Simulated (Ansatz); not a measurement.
# Y3VC, from a guessed structure to a relaxed one

Starting from a made-up structure for Y3VC, the aim is the relaxed cell, its shortest contacts and, where a second run follows, its electronic structure.

Program: Ansatz 0.2.0. Level of theory: DFT, PBEsol, plane-wave PAW, files of the set soft_1, scalar-relativistic, ferromagnetic start, cell and ions relaxed at zero pressure; PAW set soft_1. Results are calculated unless marked as measured.

### Step 1. Set-up

Symmetry: Pm-3m, No. 221, cubic system. The conventional cell has a = 4.900 Å, b = 4.900 Å, c = 4.900 Å, α = 90.00°, β = 90.00°, γ = 90.00°. Nearest to Y lie 2 C at 2.45 Å and 4 V at 3.46 Å and 8 Y at 3.46 Å. Nearest to V lie 12 Y at 3.46 Å. C has 6 Y at 2.45 Å nearest. Farther neighbours are not listed.

### Step 2. Relaxation of the guess

The guessed cell has no reason to be at equilibrium. It is relaxed with the atoms, within the space group of the guess.

Input file input.yaml:

```yaml
crystal:
  lattice:
    - [4.9, 0.0, 0.0]
    - [0.0, 4.9, 0.0]
    - [0.0, 0.0, 4.9]
  atoms:
    - { symbol: "Y", position: [0.0, 0.5, 0.5] }
    - { symbol: "Y", position: [0.5, 0.0, 0.5] }
    - { symbol: "Y", position: [0.5, 0.5, 0.0] }
    - { symbol: V, position: [0.0, 0.0, 0.0], spin: 2.0 }
    - { symbol: C, position: [0.5, 0.5, 0.5] }
magnetization:
  spin_polarized: true
kpoints:
  mp_grid: { grid: [6, 6, 6] }
scf:
  occupations: { method: fermi_dirac, width: 0.05 }
hamiltonian:
  xc: pbesol
  pseudopotentials: { kind: paw, azcp: { folder: soft_1 }, xc_functional: pbe }
relax:
  f_tol: 0.015
  max_steps: 70
  cell: {}
output:
  forces: true
  stress: true
```

The run is started by

```
> ansatz run input.yaml --threads 4 --pin off --max-ram 8192MiB --backend cpu --events-out ev --progress --plain --runs-dir out
```

Numbers of over 12 decimals in the logs are rounded to 6 here.

Log:

```text
Engine: ansatz 0.2.0, x86_64-unknown-linux-gnu
Pseudopotentials: kind: paw
Pseudopotential: Y, paw, valence charge 11, recommended cutoff 420 eV (normal), soft_1/Y.paw.azcp
Pseudopotential: V, paw, valence charge 13, recommended cutoff 420 eV (normal), soft_1/V.paw.azcp
Pseudopotential: C, paw, valence charge 4, recommended cutoff 420 eV (normal), soft_1/C.paw.azcp
Functional definition: PBEsol
  exchange = pbesol_x
  correlation = pbesol_c
Crystal: 5 atoms, lattice volume = 117.649 Å³
Basis set: ecut = 420 eV, 2325 PW (Γ), exchange–correlation on 72×72×72 points (8 copies of the dense FFT grid, shifted against one another)
Bands: 32, of which v1, the nominal top of the filled ones, is band 25 counted from 1 (24 counted from 0)
Symmetry: 48 space group operations
Space group: Pm-3m (ITA 221), of the structure as read, at distance tolerance 4.9e-5 Å
Magnetic group: BNS 221.92 (UNI 1594), of the structure as read, at distance tolerance 4.9e-5 Å
k-points: 20 of 216
Non-local potential: Y, projectors of the file, l = 0: 3, l = 1: 2, l = 2: 2, l = 3: 1
Non-local potential: V, projectors of the file, l = 0: 3, l = 1: 2, l = 2: 3, l = 3: 1
Non-local potential: C, projectors of the file, l = 0: 2, l = 1: 2, l = 2: 1
PAW form: soft (Blöchl's): semilocal exchange-correlation on the pseudo side does not see the compensation charge
PAW frozen core: Y, regenerated for the run's functional, and the local potential with it (the file was generated under x = pbe(κ = 0.804, μ = 0.219515), c = pbe(β = 0.066725))
PAW frozen core: V, regenerated for the run's functional, and the local potential with it (the file was generated under x = pbe(κ = 0.804, μ = 0.219515), c = pbe(β = 0.066725))
PAW frozen core: C, regenerated for the run's functional, and the local potential with it (the file was generated under x = pbe(κ = 0.804, μ = 0.219515), c = pbe(β = 0.066725))
PAW one-centre angular grid: Y, 590 points (default); XC on 64 Gauss nodes
PAW one-centre angular grid: V, 590 points (default); XC on 64 Gauss nodes
PAW one-centre angular grid: C, 110 points (default); XC on 64 Gauss nodes
Initial density: superposition of atomic densities (chi_scale 0.1, normalization cell, long waves kept (reshape's long-wave potential 0.01 eV rms))
Starting moments: Σ|m| = 2 μB on 1 of 5 sites
Initial wavefunctions: pseudopotential atomic-orbital guess
Functional: x = pbesol(κ = 0.804, μ = 0.123457), c = pbesol(β = 0.046)
SCF iter   1: F=—  HF=-14517.255344 eV  |F-HF|=—  |Δ(HF+E_count)|=         —  Δρ=2.95e-2 (↑2.95e-2 ↓2.56e-2)  dr2=6.87e0  dr2_m=1.20e-1  M=2.740 μB ∫|m|=2.754 μB  β_m=0.30  ethr=3.10e-3  ⟨swp⟩=4.8  Hψ=4529  notcnv=0
Mixer restart at iter 1: flushing history
preconditioner: auto → Kerker (q_TF=auto, 2.366 Å⁻¹)  [metal: Δε(μ)=0.039 eV  Ē_g=4.038 eV  σ=0.050 eV  W_gap=0.19  n_scr=26 (ndim 8)  ℏωp=14.5 eV  f_vac=0.000  D(μ)=6.21/eV (n_scr^D=56)]
spin=Collinear: Kerker preconditioning applied to the charge; magnetization (m = ρ↑ − ρ↓) channel mixes plain (no charge-response kernel on spin).
SCF iter   2: F=—  HF=-14516.421640 eV  |F-HF|=—  |Δ(HF+E_count)|=   8.34e-1  Δρ=1.97e-2 (↑1.97e-2 ↓1.45e-2)  dr2=2.20e0  dr2_m=1.08e-1  M=2.955 μB ∫|m|=2.970 μB  β_m=0.49  ethr=3.10e-3  ⟨swp⟩=2.0  Hψ=2170  notcnv=0  defer=4
SCF iter   3: F=—  HF=-14516.301407 eV  |F-HF|=—  |Δ(HF+E_count)|=   1.20e-1  Δρ=1.04e-2 (↑1.04e-2 ↓7.48e-3)  dr2=1.68e-1  dr2_m=5.19e-2  M=3.448 μB ∫|m|=3.473 μB  β_m=0.74  ethr=3.10e-3  ⟨swp⟩=2.1  Hψ=1917  notcnv=0  defer=5
SCF iter   4: F=—  HF=-14516.437817 eV  |F-HF|=—  |Δ(HF+E_count)|=         —  Δρ=6.37e-3 (↑6.37e-3 ↓4.05e-3)  dr2=3.57e-2  dr2_m=2.70e-2  M=4.049 μB ∫|m|=4.084 μB  β_m=0.74  ethr=3.37e-4  ⟨swp⟩=2.7  Hψ=2314  notcnv=0  defer=7
Mixer restart at iter 4: flushing history
SCF iter   5: F=—  HF=-14516.430380 eV  |F-HF|=—  |Δ(HF+E_count)|=   7.44e-3  Δρ=2.26e-3 (↑2.26e-3 ↓1.66e-3)  dr2=8.43e-3  dr2_m=1.49e-3  M=4.119 μB ∫|m|=4.151 μB  β_m=0.75  ethr=7.14e-5  ⟨swp⟩=2.2  Hψ=1910  notcnv=0  defer=7
SCF iter   6: F=—  HF=-14516.439607 eV  |F-HF|=—  |Δ(HF+E_count)|=   9.23e-3  Δρ=1.61e-3 (↑1.61e-3 ↓8.33e-4)  dr2=2.01e-3  dr2_m=1.41e-3  M=4.192 μB ∫|m|=4.222 μB  β_m=0.73  ethr=1.69e-5  ⟨swp⟩=2.0  Hψ=2533  notcnv=0  defer=7
SCF iter   7: F=—  HF=-14516.440159 eV  |F-HF|=—  |Δ(HF+E_count)|=   5.52e-4  Δρ=7.43e-4 (↑7.43e-4 ↓2.40e-4)  dr2=1.00e-3  dr2_m=1.71e-4  M=4.230 μB ∫|m|=4.257 μB  β_m=0.84  ethr=4.02e-6  ⟨swp⟩=2.0  Hψ=2417  notcnv=0  defer=7
SCF iter   8: F=—  HF=-14516.440683 eV  |F-HF|=—  |Δ(HF+E_count)|=   5.24e-4  Δρ=1.62e-4 (↑1.62e-4 ↓1.33e-4)  dr2=2.97e-5  dr2_m=1.86e-5  M=4.257 μB ∫|m|=4.282 μB  β_m=0.92  ethr=2.01e-6  ⟨swp⟩=2.0  Hψ=1551  notcnv=0  defer=7
SCF iter   9: F=—  HF=-14516.440793 eV  |F-HF|=—  |Δ(HF+E_count)|=   1.09e-4  Δρ=1.64e-4 (↑1.64e-4 ↓4.57e-5)  dr2=4.14e-5  dr2_m=8.88e-6  M=4.271 μB ∫|m|=4.296 μB  β_m=0.92  ethr=5.94e-8  ⟨swp⟩=2.0  Hψ=2335  notcnv=0  defer=7
SCF iter  10: F=—  HF=-14516.440800 eV  |F-HF|=—  |Δ(HF+E_count)|=   7.22e-6  Δρ=2.46e-5 (↑2.46e-5 ↓1.98e-5)  dr2=7.76e-7  dr2_m=4.21e-7  M=4.274 μB ∫|m|=4.298 μB  β_m=0.96  ethr=5.94e-8  ⟨swp⟩=2.0  Hψ=1600  notcnv=0  defer=7
SCF iter  11: F=—  HF=-14516.440801 eV  |F-HF|=—  |Δ(HF+E_count)|=   8.30e-7  Δρ=1.14e-5 (↑1.14e-5 ↓2.09e-6)  dr2=2.16e-7  dr2_m=3.75e-8  M=4.276 μB ∫|m|=4.300 μB  β_m=0.98  ethr=1.55e-9  ⟨swp⟩=2.8  Hψ=2099  notcnv=0  defer=7
SCF iter  12: F=—  HF=-14516.440801 eV  |F-HF|=—  |Δ(HF+E_count)|=   4.41e-8  Δρ=3.00e-6 (↑3.00e-6 ↓1.20e-6)  dr2=1.68e-8  dr2_m=3.35e-9  M=4.276 μB ∫|m|=4.300 μB  β_m=0.99  ethr=4.33e-10  ⟨swp⟩=2.0  Hψ=1550  notcnv=0  defer=7
SCF iter  13: F=-14516.440801 eV  HF=-14516.440801 eV  |F-HF|=7.28e-12  |Δ(HF+E_count)|=  1.86e-10  Δρ=2.03e-7 (↑2.03e-7 ↓1.61e-7)  dr2=1.04e-10  dr2_m=1.93e-11  M=4.276 μB ∫|m|=4.300 μB  ethr=3.36e-11  ⟨swp⟩=1.7  Hψ=3107  notcnv=0
SCF 1 converged in 13 iterations: F = -14516.440801 eV  dr2 = 1.04e-10
  greatest PAW one-centre occupation: 1.000 electrons in one spin orbital (limit 2), on the V atom at site 3 (counted from 0), in its partial waves of l = 0
relax step   1: F+E_penalty+E_count = -14516.44080070 eV  Δ(F+E_penalty+E_count) = +0.000e0 eV  max|allowed force component| = 2.569e-29 eV/Å  Δτ_max = 0.0000 Å  P = -1.577 GPa  Ω = 117.649 Å³  (13 SCF iters, dr2 threshold 1.00e-7 eV, accepted)
Crystal: 5 atoms, lattice volume = 112.887 Å³
Basis set: ecut = 420 eV, 2205 PW (Γ), exchange–correlation on 72×72×72 points (8 copies of the dense FFT grid, shifted against one another)
Initial density: handed on by an earlier stage of this run
[...]
SCF iter   2: F=—  HF=-14516.453999 eV  |F-HF|=—  |Δ(HF+E_count)|=   2.64e-3  Δρ=2.98e-4 (↑2.98e-4 ↓2.94e-4)  dr2=5.36e-4  dr2_m=1.51e-5  M=4.235 μB ∫|m|=4.265 μB  β_m=0.47  ethr=1.41e-5  ⟨swp⟩=2.0  Hψ=1817  notcnv=0
SCF iter   3: F=—  HF=-14516.453958 eV  |F-HF|=—  |Δ(HF+E_count)|=   4.10e-5  Δρ=1.66e-4 (↑1.58e-4 ↓1.66e-4)  dr2=1.73e-4  dr2_m=6.87e-6  M=4.234 μB ∫|m|=4.263 μB  β_m=0.73  ethr=1.07e-6  ⟨swp⟩=1.5  Hψ=1383  notcnv=0
SCF iter   4: F=—  HF=-14516.453994 eV  |F-HF|=—  |Δ(HF+E_count)|=   3.58e-5  Δρ=1.32e-4 (↑1.32e-4 ↓3.61e-5)  dr2=3.52e-5  dr2_m=4.97e-6  M=4.231 μB ∫|m|=4.259 μB  β_m=0.80  ethr=3.46e-7  ⟨swp⟩=2.2  Hψ=1758  notcnv=0
SCF iter   5: F=—  HF=-14516.454057 eV  |F-HF|=—  |Δ(HF+E_count)|=   6.28e-5  Δρ=6.96e-5 (↑6.96e-5 ↓3.20e-5)  dr2=1.38e-5  dr2_m=1.48e-6  M=4.230 μB ∫|m|=4.258 μB  β_m=0.90  ethr=7.03e-8  ⟨swp⟩=2.0  Hψ=2133  notcnv=0
SCF iter   6: F=—  HF=-14516.454098 eV  |F-HF|=—  |Δ(HF+E_count)|=   4.06e-5  Δρ=3.32e-5 (↑3.32e-5 ↓6.51e-6)  dr2=2.00e-6  dr2_m=2.87e-7  M=4.229 μB ∫|m|=4.257 μB  β_m=0.95  ethr=2.76e-8  ⟨swp⟩=2.0  Hψ=2063  notcnv=0
SCF iter   7: F=—  HF=-14516.454099 eV  |F-HF|=—  |Δ(HF+E_count)|=   1.64e-6  Δρ=1.08e-5 (↑1.08e-5 ↓2.95e-6)  dr2=2.96e-7  dr2_m=2.22e-8  M=4.228 μB ∫|m|=4.256 μB  β_m=0.95  ethr=3.99e-9  ⟨swp⟩=2.2  Hψ=2348  notcnv=0
SCF iter   8: F=—  HF=-14516.454100 eV  |F-HF|=—  |Δ(HF+E_count)|=   5.85e-7  Δρ=2.12e-6 (↑2.12e-6 ↓7.19e-7)  dr2=1.14e-8  dr2_m=8.97e-10  M=4.228 μB ∫|m|=4.256 μB  β_m=0.97  ethr=5.91e-10  ⟨swp⟩=2.0  Hψ=2251  notcnv=0
SCF iter   9: F=-14516.454100 eV  HF=-14516.454100 eV  |F-HF|=1.23e-8  |Δ(HF+E_count)|=   2.63e-8  Δρ=2.35e-6 (↑2.35e-6 ↓2.30e-7)  dr2=1.36e-8  dr2_m=1.26e-9  M=4.228 μB ∫|m|=4.256 μB  ethr=2.27e-11  ⟨swp⟩=1.0  Hψ=3779  notcnv=0
SCF 3 converged in 9 iterations: F = -14516.454100 eV  dr2 = 1.36e-8
relax step   3: F+E_penalty+E_count = -14516.45409998 eV  Δ(F+E_penalty+E_count) = -9.615e-3 eV  max|allowed force component| = 1.409e-29 eV/Å  Δτ_max = 0.0000 Å  P = -0.039 GPa  Ω = 115.151 Å³  energy of the carried Pulay correction = +5.077e-4 eV  (9 SCF iters, dr2 threshold 5.00e-7 eV, accepted)
Initial wavefunctions: pseudopotential atomic-orbital guess (no wavefunctions were taken with the density)
iter 1 solved again at ethr=2.21e-8 eV; its pass at ethr=3.10e-3 eV (dr2=1.11e-5 eV) is discarded
SCF iter   1: F=—  HF=-14516.453651 eV  |F-HF|=—  |Δ(HF+E_count)|=         —  Δρ=1.02e-5 (↑1.02e-5 ↓1.02e-5)  dr2=6.67e-8  dr2_m=5.13e-9  M=4.228 μB ∫|m|=4.256 μB  β_m=0.65  ethr=2.21e-8  ⟨swp⟩=3.8  Hψ=8223  notcnv=0
preconditioner: auto → Kerker (q_TF=auto, 1.940 Å⁻¹)  [metal: Δε(μ)=0.041 eV  Ē_g=3.742 eV  σ=0.050 eV  W_gap=0.20  n_scr=18 (ndim 8)  ℏωp=14.7 eV  f_vac=0.000  D(μ)=4.16/eV (n_scr^D=26)]
spin=Collinear: Kerker preconditioning applied to the charge; magnetization (m = ρ↑ − ρ↓) channel mixes plain (no charge-response kernel on spin).
SCF iter   2: F=—  HF=-14516.453649 eV  |F-HF|=—  |Δ(HF+E_count)|=   1.68e-6  Δρ=3.93e-6 (↑3.90e-6 ↓3.93e-6)  dr2=2.01e-8  dr2_m=5.52e-10  M=4.228 μB ∫|m|=4.255 μB  β_m=0.55  ethr=1.33e-10  ⟨swp⟩=2.0  Hψ=2087  notcnv=0
SCF iter   3: F=—  HF=-14516.453649 eV  |F-HF|=—  |Δ(HF+E_count)|=   1.62e-8  Δρ=1.83e-6 (↑1.83e-6 ↓1.82e-6)  dr2=2.05e-9  dr2_m=1.64e-10  M=4.228 μB ∫|m|=4.255 μB  β_m=0.61  ethr=4.03e-11  ⟨swp⟩=2.0  Hψ=1601  notcnv=0
SCF iter   4: F=—  HF=-14516.453649 eV  |F-HF|=—  |Δ(HF+E_count)|=   7.87e-9  Δρ=5.20e-7 (↑5.20e-7 ↓2.07e-7)  dr2=4.06e-10  dr2_m=7.94e-11  M=4.228 μB ∫|m|=4.255 μB  β_m=0.80  ethr=4.11e-12  ⟨swp⟩=2.0  Hψ=2202  notcnv=0
SCF iter   5: F=—  HF=-14516.453649 eV  |F-HF|=—  |Δ(HF+E_count)|=   2.22e-9  Δρ=3.74e-7 (↑3.74e-7 ↓9.88e-8)  dr2=3.90e-10  dr2_m=3.50e-11  M=4.228 μB ∫|m|=4.255 μB  β_m=0.90  ethr=1.00e-12  ⟨swp⟩=2.0  Hψ=2126  notcnv=0
SCF iter   6: F=—  HF=-14516.453649 eV  |F-HF|=—  |Δ(HF+E_count)|=  5.89e-10  Δρ=6.29e-7 (↑6.29e-7 ↓9.70e-8)  dr2=5.01e-10  dr2_m=9.84e-11  M=4.228 μB ∫|m|=4.256 μB  β_m=0.79  ethr=1.00e-12  ⟨swp⟩=2.6  Hψ=2388  notcnv=0
SCF iter   7: F=—  HF=-14516.453649 eV  |F-HF|=—  |Δ(HF+E_count)|=  8.22e-10  Δρ=2.38e-7 (↑2.38e-7 ↓2.92e-8)  dr2=7.88e-11  dr2_m=1.45e-11  M=4.228 μB ∫|m|=4.256 μB  β_m=0.89  ethr=1.00e-12  ⟨swp⟩=2.0  Hψ=2237  notcnv=0
SCF iter   8: F=—  HF=-14516.453649 eV  |F-HF|=—  |Δ(HF+E_count)|=  1.73e-10  Δρ=6.01e-8 (↑6.01e-8 ↓8.13e-9)  dr2=5.79e-12  dr2_m=9.13e-13  M=4.228 μB ∫|m|=4.256 μB  β_m=0.95  ethr=1.00e-12  ⟨swp⟩=2.0  Hψ=1512  notcnv=0
SCF iter   9: F=-14516.453649 eV  HF=-14516.453649 eV  |F-HF|=3.64e-12  |Δ(HF+E_count)|=  7.28e-12  Δρ=2.54e-8 (↑2.54e-8 ↓2.19e-9)  dr2=1.42e-12  dr2_m=1.51e-13  M=4.228 μB ∫|m|=4.256 μB  ethr=1.00e-12  ⟨swp⟩=2.3  Hψ=3779  notcnv=0
SCF 4 converged in 9 iterations: F = -14516.453649 eV  dr2 = 1.42e-12
relax step   4: F+E_penalty+E_count = -14516.45364920 eV  Δ(F+E_penalty+E_count) = +4.508e-4 eV  max|allowed force component| = 5.824e-30 eV/Å  Δτ_max = 0.0000 Å  P = -0.044 GPa  Ω = 115.151 Å³  stress off target by 4.44e-2 GPa  SCF on the basis re-selected at this cell (its energy is not comparable with the rows above)  (9 SCF iters)
basis re-selected at this cell: Δ(F+E_penalty+E_count) = +4.508e-4 eV, ΔP = -0.005 GPa vs the last step (what re-selecting the basis moved, of the pressure what is left beyond the Pulay correction that the steps carried, after the strain that the cell walked since its last selection, with what the two solves' SCF thresholds leave and, on support functions, any second-order correction that the steps lacked; it is no m [...]
SCF converged after 9 iterations
Magnetization: 4.2279 μB (27.1140 up, 22.8860 down)
Absolute magnetization: 4.2555 μB (∫|ρ↑−ρ↓|, with the PAW one-centre terms)
Spin contamination: 0.1373 ħ² per cell (⟨S²⟩ above its minimum at these occupations)
Per-site moments (μB) at R_I (Å): [(0.054993, 1.003420), (0.054993, 1.003420), (0.054993, 1.003420), (3.068607, 1.419050), (0.088499, 1.003420)]
Free energy (F): -14516.453649 eV
Harris-Foulkes:  -14516.453649 eV  (|F-HF|=3.64e-12)
Internal energy: -14516.417759 eV  (E = F + TS)
E sigma→0 (E₀):  -14516.435704 eV
Entropy (-TS):   -0.035890 eV (-7.178 meV/atom)
Fermi energy:    10.250192 eV
--- Per-component energies (eV) ---
  E_band       = -525.761376
  E_kinetic    = 1328.695990
  E_local      = -3173.683985  (includes V_loc(G=0)·N_el)
  E_nonlocal   = 194.246039
  E_hartree    = 1140.086884
  E_xc         = -691.378775
  E_vxc        = -815.917893  (∫ρ·V_xc dr)
  E_paw        = -9487.558931  (= ΣΔE_a)
  E_vpaw       = -339.276514  (= ΣTr[D̂ρ^β])
  E_aug_tail   = 0.001174  (compensation charges beyond the density's cutoff)
  E_ewald      = -3827.443254
  E_core_change = 0.617100  (= ΣΔE_core)
  E_smearing   = -0.035890  (= −TS)
  E_closure    = 0.000000  (closes the sum)
  Σ components = -14516.453649   (vs F -14516.453649, Δ=0.00e0)
--- Forces (eV/Å), atoms counted from 1 ---
  atom   1  Y     -0.00000000    -0.00000000     0.00000000
  atom   2  Y     -0.00000000    -0.00000000     0.00000000
  atom   3  Y      0.00000000     0.00000000     0.00000000
  atom   4  V      0.00000000    -0.00000000     0.00000000
  atom   5  C     -0.00000000     0.00000000     0.00000000
  max |Σ_I F_I| component: 2.24e-30 eV/Å
--- Stress (GPa, compression-positive) ---
       -0.044356       0.000000      -0.000000
        0.000000      -0.044356      -0.000000
       -0.000000      -0.000000      -0.044356
  P = ⅓ Tr σ = -0.0444 GPa (-0.444 kbar)
--- Relaxed structure (3 steps of the walk, 3 accepted, 1 SCFs on fresh bases) ---
  F+E_penalty+E_count = -14516.45364920 eV   max|allowed force component| = 5.824e-30 eV/Å   (the final SCF, on the basis selected at the relaxed cell)
  cell:  # Å, volume = 115.1506 Å³
    - [4.865065, 0, 0]
    - [0, 4.865065, 0.0]
    - [0, 0.0, 4.865065]
  atoms:
    - { symbol: Y, position: [0, 0.5, 0.5] }
    - { symbol: Y, position: [0.5, 0, 0.5] }
    - { symbol: Y, position: [0.5, 0.5, 0] }
    - { symbol: V, position: [0, 0, 0] }
    - { symbol: C, position: [0.5, 0.5, 0.5] }
```

The job ended after 9.8 s (4 threads of AMD EPYC 7B13 (Zen 3), shared host; peak memory 0.58 GiB; 32 s of CPU time).

Step by step:

| step | energy less that of the first step (eV) | largest force component (eV/Å) | pressure (GPa) | volume (Å³) |
| --- | --- | --- | --- | --- |
| 1 | 0.0000 | 0.0000 | -1.58 | 117.65 |
| 2 | -0.0037 | 0.0000 | 1.49 | 112.89 |
| 3 | -0.0133 | 0.0000 | -0.04 | 115.15 |
| 4* | -0.0128 | 0.0000 | -0.04 | 115.15 |

Relaxation steps marked * repeat the geometry before them on a plane-wave basis chosen anew for their cell, so energy and pressure can jump there.

Forces are held to the 48 operations that the run works with; a distortion that breaks them can't arise in this run.

| conventional cell, symmetrised | before | after | change |
| --- | --- | --- | --- |
| a (Å) | 4.900 | 4.865 | -0.7 % |
| b (Å) | 4.900 | 4.865 | -0.7 % |
| c (Å) | 4.900 | 4.865 | -0.7 % |
| volume (Å³/atom) | 23.53 | 23.03 | -2.1 % |

Final coordinates:

```
Y V C
1.0
     4.86507    0.00000    0.00000
     0.00000    4.86507    0.00000
     0.00000    0.00000    4.86507
Y V C
3 1 1
Direct
  0.00000 0.50000 0.50000
  0.50000 0.00000 0.50000
  0.50000 0.50000 0.00000
  0.00000 0.00000 0.00000
  0.50000 0.50000 0.50000
```

Numbers from this step:

| Quantity | Value |
| --- | --- |
| free energy | -14516.4536 eV |
| energy at zero smearing | -14516.4357 eV |
| smearing term TS | 0.03589 eV |
| Fermi energy | 10.25 eV |
| magnetization | 4.228 μB |
| absolute magnetization | 4.255 μB |
| site moments | 0.05499, 0.05499, 0.05499, 3.069, 0.08850 μB |
| electrons | 50 |
| symmetry operations | 48 |
| pressure | -0.04436 GPa |

Site moment by atom:

| atom | site moment (μB) |
| --- | --- |
| Y1 | 0.05 |
| Y2 | 0.05 |
| Y3 | 0.05 |
| V4 | 3.07 |
| C5 | 0.09 |

The shortest distance of each pair, which need not be the same contact before and after:

| pair | guess (Å) | relaxed (Å) |
| --- | --- | --- |
| C–Y | 2.450 | 2.433 |
| Y–Y | 3.465 | 3.440 |
| V–Y | 3.465 | 3.440 |
| C–V | 4.244 | 4.213 |
| V–V | 4.900 | 4.865 |

The relaxation ends with a pressure of -0.04 GPa.

### Step 3. Summary of results

```yaml
space_group_relaxed: Pm-3m
conventional_cell: a = 4.865, b = 4.865, c = 4.865 Å; α = 90.0°, β = 90.0°, γ = 90.0°
volume_per_atom: 23.03 Å³ (guess 23.53)
total_moment: 4.23 μB in the cell of 5 atoms
```

**Reading.** Y3VC relaxes to Pm-3m with a = 4.865, b = 4.865 and c = 4.865 Å. The guessed volume was 2 % too large. The space group Pm-3m was held in the relaxation, so the end point is a stationary structure within it and may be a saddle against distortions or other arrangements. The input starts from parallel moments, and no other start was typed. Mesh and cutoff weren't tested. No dispersion term is used, so weakly bound directions may come out too long. Nothing here tests whether the compound is stable against decomposition.

[Logs are printed without paths, hosts, clocks, repeated set-up lines and the standing remarks that a program may print on its own settings, such as how far it seeks lower states.]

[Hosts, paths, dates, database ids (printed as entryN), source tags and the programs' standing remarks are cut or masked in the printed files.]
